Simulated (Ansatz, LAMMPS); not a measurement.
**glassy 65SiO2-8Al2O3-28SrO (mol %) (115 atoms): close-ups with forces and charges**

Density of this cell: 3.07 g/cm³. The cell holds 115 atoms: 26 Si, 6 Al, 11 Sr and 72 O. Its edges and angles: a = 11.766 Å, b = 11.766 Å, c = 11.766 Å, α = 90.0°, β = 90.0°, γ = 90.0°. The starting structure: 115 atoms (26 Si, 6 Al, 11 Sr, 72 O) placed at random at 2.97 g/cm³, melted at 4000 K for 10 ps at fixed volume with the Morse and Coulomb pair potential with partial charges (Pedone, Malavasi, Menziani, Cormack and Segre, J. Phys. Chem. B 110, 11780 (2006)). Quenched from 4000 K to 300 K at 20 K/ps and fixed volume, held 10 ps at zero pressure.

Method: Kohn-Sham DFT, PBE, PAW (set soft_2), plane waves (Ansatz 0.2.0; cutoff 420 eV, Γ point, gaussian smearing of 0.025 eV), at the last frame of 130 fs of DFT dynamics near 398 K.

The whole cell was solved; only parts of it are printed.

The surroundings of O71, which has 4 bonded neighbours where the commonest count for O is 2, nearest first, numbered as they follow in the input and with coordinates relative to it.

```tsv
atom	x	y	z	distance (Å)	bonds	Löwdin charge (e)	Fx	Fy	Fz (eV/Å)
O71	0.00	0.00	0.00	0.00	4	-1.04	-0.48	1.00	-0.33
Si18	1.23	-1.00	-0.06	1.58	4	1.65	0.86	-1.08	-0.97
Sr37	-0.26	1.99	1.33	2.40	4	1.80	0.23	0.42	0.24
Sr34	-1.86	-1.62	0.31	2.49	6	1.80	0.04	-0.59	0.14
O78	1.18	-1.89	1.31	2.59	2	-0.78	0.82	-0.43	0.33
O72	1.01	-2.00	-1.37	2.62	2	-0.81	-0.73	0.26	0.91
Sr38	-0.53	1.18	-2.31	2.65	6	1.80	-0.13	-0.12	-0.12
O102	2.63	-0.19	-0.34	2.66	2	-0.80	-0.44	0.03	0.57
O63	-2.29	1.03	1.42	2.89	3	-1.01	-1.34	0.19	-0.02
O114	-2.84	-0.62	-1.67	3.35	4	-1.06	0.04	-0.38	-1.42
O44	-1.36	2.96	-0.96	3.40	3	-1.00	-0.19	0.18	0.45
O58	-0.52	-0.48	3.68	3.75	2	-0.84	0.11	-0.91	-0.67
Si10	3.65	1.09	-0.42	3.84	4	1.67	1.48	-0.63	-0.60
O99	3.04	2.51	0.18	3.95	2	-0.80	-1.07	0.26	-0.18
O60	-1.24	-0.80	-3.76	4.04	3	-0.90	-0.03	0.24	0.33
O86	-0.94	-3.80	1.02	4.05	2	-0.97	-0.11	-0.08	0.37
Si7	1.68	-2.54	-2.76	4.11	4	1.73	-0.98	0.22	-0.92
Si21	2.18	-2.96	2.13	4.24	4	1.71	-0.92	0.98	0.65
O104	1.37	-1.39	-3.92	4.38	3	-0.92	0.24	-0.97	1.23
O76	1.21	2.42	-3.46	4.39	3	-1.04	-0.60	0.83	0.16
O92	0.51	1.90	3.96	4.42	4	-1.03	0.76	0.56	-0.71
Si16	-2.82	-0.80	-3.37	4.46	4	1.59	-1.14	0.79	2.15
```

The column of bonds counts only the pairs O-Si within 2.12 Å, O-Sr within 3.05 Å, O-Al within 2.19 Å; other neighbours, such as metal atoms beside each other in a compound, aren't counted, and periodic images can show an atom twice.

A closer look about Si15, which bears the longest force: 22 atoms, nearest first, numbered in the order of the input, with positions taken from that point.

```tsv
atom	x	y	z	distance (Å)	bonds	Löwdin charge (e)	Fx	Fy	Fz (eV/Å)
Si15	0.00	0.00	0.00	0.00	4	1.76	2.51	-2.24	-0.11
O101	-0.59	0.34	1.45	1.60	2	-0.82	-0.03	0.71	0.09
O90	-0.79	0.36	-1.35	1.61	2	-0.79	-0.34	0.70	0.69
O69	0.32	-1.64	-0.10	1.68	2	-0.81	-0.20	0.03	-0.14
O115	1.53	0.63	-0.38	1.69	2	-0.77	-0.46	0.29	-0.29
Si17	2.39	0.52	-1.76	3.01	4	1.71	1.27	1.16	0.52
Si5	-1.43	0.09	-2.78	3.13	4	1.70	0.24	-1.55	-0.89
Si3	1.19	-3.05	-0.28	3.29	4	1.59	-1.16	0.32	1.25
O95	-3.28	-0.39	-0.32	3.32	2	-0.79	0.21	-0.42	-0.53
Al29	-0.96	0.63	3.16	3.36	4	1.38	0.19	1.43	-0.69
O66	2.19	-1.01	-2.36	3.37	2	-0.78	0.32	-0.55	-0.29
O57	-2.69	2.36	-0.54	3.62	2	-0.76	0.40	-0.01	1.34
O109	2.10	2.72	1.38	3.70	2	-0.79	-0.37	0.26	0.02
O62	-0.35	3.68	0.46	3.72	2	-0.79	0.67	-0.61	0.17
O94	2.96	0.51	2.29	3.78	2	-0.78	0.06	0.65	0.11
O74	-2.41	-1.34	-2.64	3.82	3	-0.85	0.91	1.04	-1.12
Si23	-3.21	-1.76	-1.28	3.88	4	1.61	-0.95	-2.20	1.34
Si22	-3.71	1.15	0.00	3.88	4	1.74	0.58	0.71	0.01
O111	-0.31	-0.21	-3.91	3.93	3	-1.04	-0.19	-0.04	-0.20
O45	2.64	-2.91	0.37	3.94	3	-1.03	0.52	-0.37	-0.06
O76	-2.38	-3.07	-0.67	3.95	3	-1.04	-0.60	0.83	0.16
O80	2.10	1.77	-2.88	3.98	3	-0.86	-0.15	-2.36	0.78
```

The column of bonds counts only the pairs O-Si within 2.12 Å, O-Sr within 3.05 Å, O-Al within 2.19 Å; other neighbours, such as metal atoms beside each other in a compound, aren't counted, and periodic images can show an atom twice.

A closer look about Al27, one of the 6 Al atoms: 36 atoms, nearest first, numbered in the order of the input, with positions taken from that point.

```tsv
atom	x	y	z	distance (Å)	bonds	Löwdin charge (e)	Fx	Fy	Fz (eV/Å)
Al27	0.00	0.00	0.00	0.00	4	1.31	1.16	1.76	0.20
O68	-0.02	-0.47	1.70	1.77	2	-0.82	0.43	0.14	-0.39
O83	-0.71	1.64	0.08	1.79	4	-0.91	-0.61	0.95	-0.22
O61	-0.91	-0.88	-1.28	1.80	3	-0.86	0.35	-1.25	0.07
O58	1.77	0.48	-0.15	1.84	2	-0.84	0.11	-0.91	-0.67
Si25	-1.05	-1.52	2.38	3.01	4	1.72	-1.23	0.29	-1.40
Si26	-1.00	2.64	-1.28	3.10	4	1.60	0.94	-1.66	0.50
O63	0.00	1.98	-2.40	3.12	3	-1.01	-1.34	0.19	-0.02
Si12	2.96	1.29	0.62	3.29	4	1.61	-1.20	0.72	-0.54
Si19	-1.78	-2.30	-1.53	3.29	4	1.63	-1.42	0.80	0.84
O73	-2.54	-1.13	1.84	3.34	3	-0.90	0.79	0.97	-0.60
O93	-0.74	-2.98	1.79	3.56	2	-0.77	0.95	-1.54	-0.31
Sr34	0.44	-0.67	-3.51	3.60	6	1.80	0.04	-0.59	0.14
O107	2.57	-1.67	1.93	3.63	2	-0.83	0.13	-0.54	-1.23
Al32	2.18	-0.27	2.92	3.66	4	1.29	0.53	-1.29	-0.41
O50	2.63	1.29	2.22	3.68	3	-0.90	0.29	-0.25	0.18
O108	1.48	-3.44	0.29	3.75	2	-0.78	-0.27	0.09	-0.47
O113	-1.11	-3.60	-0.70	3.83	2	-0.76	0.41	0.38	-0.92
Si11	-0.06	-3.83	0.56	3.87	4	1.75	0.05	-0.66	1.10
Sr35	-2.84	1.50	2.19	3.89	6	1.82	-0.15	-1.13	0.06
O77	-2.58	2.54	-1.60	3.95	2	-0.86	0.94	-0.01	-0.73
O92	2.81	2.85	0.13	4.00	4	-1.03	0.76	0.56	-0.71
Sr40	0.60	3.86	1.24	4.10	6	1.81	0.95	-0.28	0.18
O81	-3.33	-2.18	-1.05	4.12	3	-1.00	0.69	-0.68	-0.28
Si2	2.87	-2.95	0.93	4.22	4	1.77	0.04	2.02	1.76
O86	1.36	-2.85	-2.81	4.22	2	-0.97	-0.11	-0.08	0.37
O105	-1.14	-1.29	3.95	4.31	2	-0.76	0.79	0.53	1.66
O56	-0.56	4.19	-0.88	4.31	3	-0.90	0.03	-0.29	-0.67
O60	1.06	0.15	4.18	4.32	3	-0.90	-0.03	0.24	0.33
Sr37	2.03	2.94	-2.50	4.36	4	1.80	0.23	0.42	0.24
O78	3.48	-0.94	-2.52	4.39	2	-0.78	0.82	-0.43	0.33
O97	-1.92	-2.36	-3.22	4.43	4	-0.82	0.21	-0.61	-0.61
O79	-1.68	3.67	2.04	4.52	4	-1.04	-0.43	0.27	0.69
O59	-1.35	1.49	4.06	4.53	3	-1.04	0.72	-0.92	0.17
O71	2.30	0.95	-3.83	4.56	4	-1.04	-0.48	1.00	-0.33
Si16	-0.52	0.15	4.57	4.61	4	1.59	-1.14	0.79	2.15
```

The column of bonds counts only the pairs O-Si within 2.12 Å, O-Sr within 3.05 Å, O-Al within 2.19 Å; other neighbours, such as metal atoms beside each other in a compound, aren't counted, and periodic images can show an atom twice.

The surroundings of O85, whose charge lies farthest from its element's mean, nearest first, numbered as they follow in the input and with coordinates relative to it.

```tsv
atom	x	y	z	distance (Å)	bonds	Löwdin charge (e)	Fx	Fy	Fz (eV/Å)
O85	0.00	0.00	0.00	0.00	4	-1.06	1.01	1.11	0.27
Si23	1.53	0.66	0.28	1.69	4	1.61	-0.95	-2.20	1.34
Sr40	-0.55	-0.16	-2.36	2.42	6	1.81	0.95	-0.28	0.18
Sr41	-2.38	-0.10	0.78	2.50	5	1.78	0.33	0.56	0.26
O76	2.36	-0.65	0.89	2.60	3	-1.04	-0.60	0.83	0.16
O95	1.47	2.03	1.23	2.79	2	-0.79	0.21	-0.42	-0.53
O74	2.34	1.09	-1.09	2.80	3	-0.85	0.91	1.04	-1.12
Sr38	0.62	-1.89	2.03	2.84	6	1.80	-0.13	-0.12	-0.12
O79	-2.82	-0.35	-1.56	3.24	4	-1.04	-0.43	0.27	0.69
O44	-0.21	-0.10	3.38	3.39	3	-1.00	-0.19	0.18	0.45
O50	1.49	-2.73	-1.38	3.40	3	-0.90	0.29	-0.25	0.18
O67	-1.57	1.95	2.31	3.40	3	-0.83	0.39	-0.86	-0.19
O59	-2.50	-2.52	0.46	3.58	3	-1.04	0.72	-0.92	0.17
O60	-0.09	-3.86	0.58	3.91	3	-0.90	-0.03	0.24	0.33
O54	-1.24	2.28	-2.99	3.95	3	-0.87	-0.01	0.88	-0.46
O46	-0.39	3.88	0.79	3.97	2	-0.77	-0.67	-0.41	-0.58
O92	1.66	-1.17	-3.47	4.02	4	-1.03	0.76	0.56	-0.71
Si9	-1.77	3.31	1.43	4.02	4	1.74	-1.87	0.94	0.13
Si22	1.04	3.57	1.56	4.03	4	1.74	0.58	0.71	0.01
Si6	-1.08	1.21	3.72	4.06	4	1.65	0.13	0.99	1.27
O98	-2.97	2.99	0.30	4.22	2	-0.80	-0.36	-0.23	0.02
Si16	-1.67	-3.87	0.98	4.32	4	1.59	-1.14	0.79	2.15
Si5	3.31	2.51	-1.22	4.33	4	1.70	0.24	-1.55	-0.89
Sr36	3.63	-2.47	0.04	4.39	5	1.82	0.77	0.47	0.15
Si12	1.81	-2.72	-2.98	4.42	4	1.61	-1.20	0.72	-0.54
Al32	1.03	-4.29	-0.67	4.46	4	1.29	0.53	-1.29	-0.41
Si24	-4.13	0.47	-2.01	4.62	4	1.60	-0.09	1.62	-1.10
O83	-1.85	-2.37	-3.52	4.63	4	-0.91	-0.61	0.95	-0.22
O52	2.33	3.67	-1.66	4.65	2	-0.79	-0.88	0.92	-0.90
O56	-1.71	0.17	-4.48	4.79	3	-0.90	0.03	-0.29	-0.67
O45	-4.38	-0.48	1.92	4.81	3	-1.03	0.52	-0.37	-0.06
O90	3.95	2.79	0.20	4.84	2	-0.79	-0.34	0.70	0.69
O114	-1.69	-3.68	2.67	4.85	4	-1.06	0.04	-0.38	-1.42
O84	0.68	3.70	3.10	4.88	2	-0.82	0.57	0.11	0.37
Sr35	-3.99	-2.52	-1.41	4.92	6	1.82	-0.15	-1.13	0.06
O68	-1.16	-4.49	-1.89	5.01	2	-0.82	0.43	0.14	-0.39
Sr42	4.18	-0.04	-2.88	5.08	5	1.82	-0.84	-0.48	0.29
O66	-4.83	1.41	-0.80	5.10	2	-0.78	0.32	-0.55	-0.29
Si11	-1.20	3.92	-3.04	5.11	4	1.75	0.05	-0.66	1.10
O104	2.52	-4.45	0.42	5.13	3	-0.92	0.24	-0.97	1.23
O96	-2.56	0.77	4.40	5.15	2	-0.80	1.57	-0.83	-0.98
O75	-3.80	1.63	-3.11	5.18	3	-0.90	-0.30	-0.06	-0.03
O58	0.63	-3.54	-3.74	5.19	2	-0.84	0.11	-0.91	-0.67
Al31	-2.43	1.81	-4.30	5.26	4	1.30	-0.87	-0.63	1.11
O57	2.05	4.79	1.01	5.31	2	-0.76	0.40	-0.01	1.34
O69	5.07	0.78	1.46	5.33	2	-0.81	-0.20	0.03	-0.14
```

The column of bonds counts only the pairs O-Si within 2.12 Å, O-Sr within 3.05 Å, O-Al within 2.19 Å; other neighbours, such as metal atoms beside each other in a compound, aren't counted, and periodic images can show an atom twice.

Neighbours are counted within 2.12 Å (O-Si), 3.05 Å (O-Sr), 2.19 Å (O-Al), the cutoffs taken from the dynamics.

Length of the force by element and coordination:

```tsv
element	coordination	atoms	mean length of the force (eV/Å)	spread	least	most
Al	all	6	1.49	0.391	0.782	2.12
O	all	72	0.975	0.489	0.203	2.49
O	2	37	0.995	0.472	0.244	2.03
O	3	27	0.907	0.546	0.203	2.49
O	4	8	1.11	0.288	0.617	1.52
Si	all	26	1.85	0.606	0.917	3.36
Sr	all	11	0.761	0.299	0.215	1.19
Sr	4	2	0.575	0.0425	0.532	0.617
Sr	5	3	0.877	0.129	0.705	1.01
Sr	6	6	0.765	0.369	0.215	1.19
```

Löwdin charges by element and coordination (they lack the spilled electrons, 0.075 e an atom on average):

```tsv
element	coordination	atoms	mean charge (e)	spread	least	most
Al	all	6	1.31	0.0357	1.26	1.38
O	all	72	-0.873	0.0915	-1.06	-0.758
O	2	37	-0.806	0.0389	-0.966	-0.758
O	3	27	-0.930	0.0711	-1.04	-0.828
O	4	8	-0.984	0.0849	-1.06	-0.817
Si	all	26	1.68	0.0569	1.59	1.77
Sr	all	11	1.81	0.0148	1.78	1.83
Sr	4	2	1.79	0.0106	1.78	1.80
Sr	5	3	1.81	0.0186	1.78	1.82
Sr	6	6	1.81	0.0099	1.80	1.83
```

The quench rate of 20 K/ps is many orders above laboratory rates, so the cell is likely richer in defects and strain than a real sample. The network of bonds at the start is that of the classical potential that made the cell, and needn't be the one that DFT or experiment would give. Only the Γ point is sampled, in a cell whose shortest periodic width is 12 Å. The Löwdin charges lack the electrons that the projection spills, 0.075 e an atom on average.

[Logs are printed without paths, hosts, clocks, repeated set-up lines and the standing remarks that a program may print on its own settings, such as how far it seeks lower states.]

[Hosts, paths, dates, database ids (printed as entryN), source tags and the programs' standing remarks are cut or masked in the printed files.]
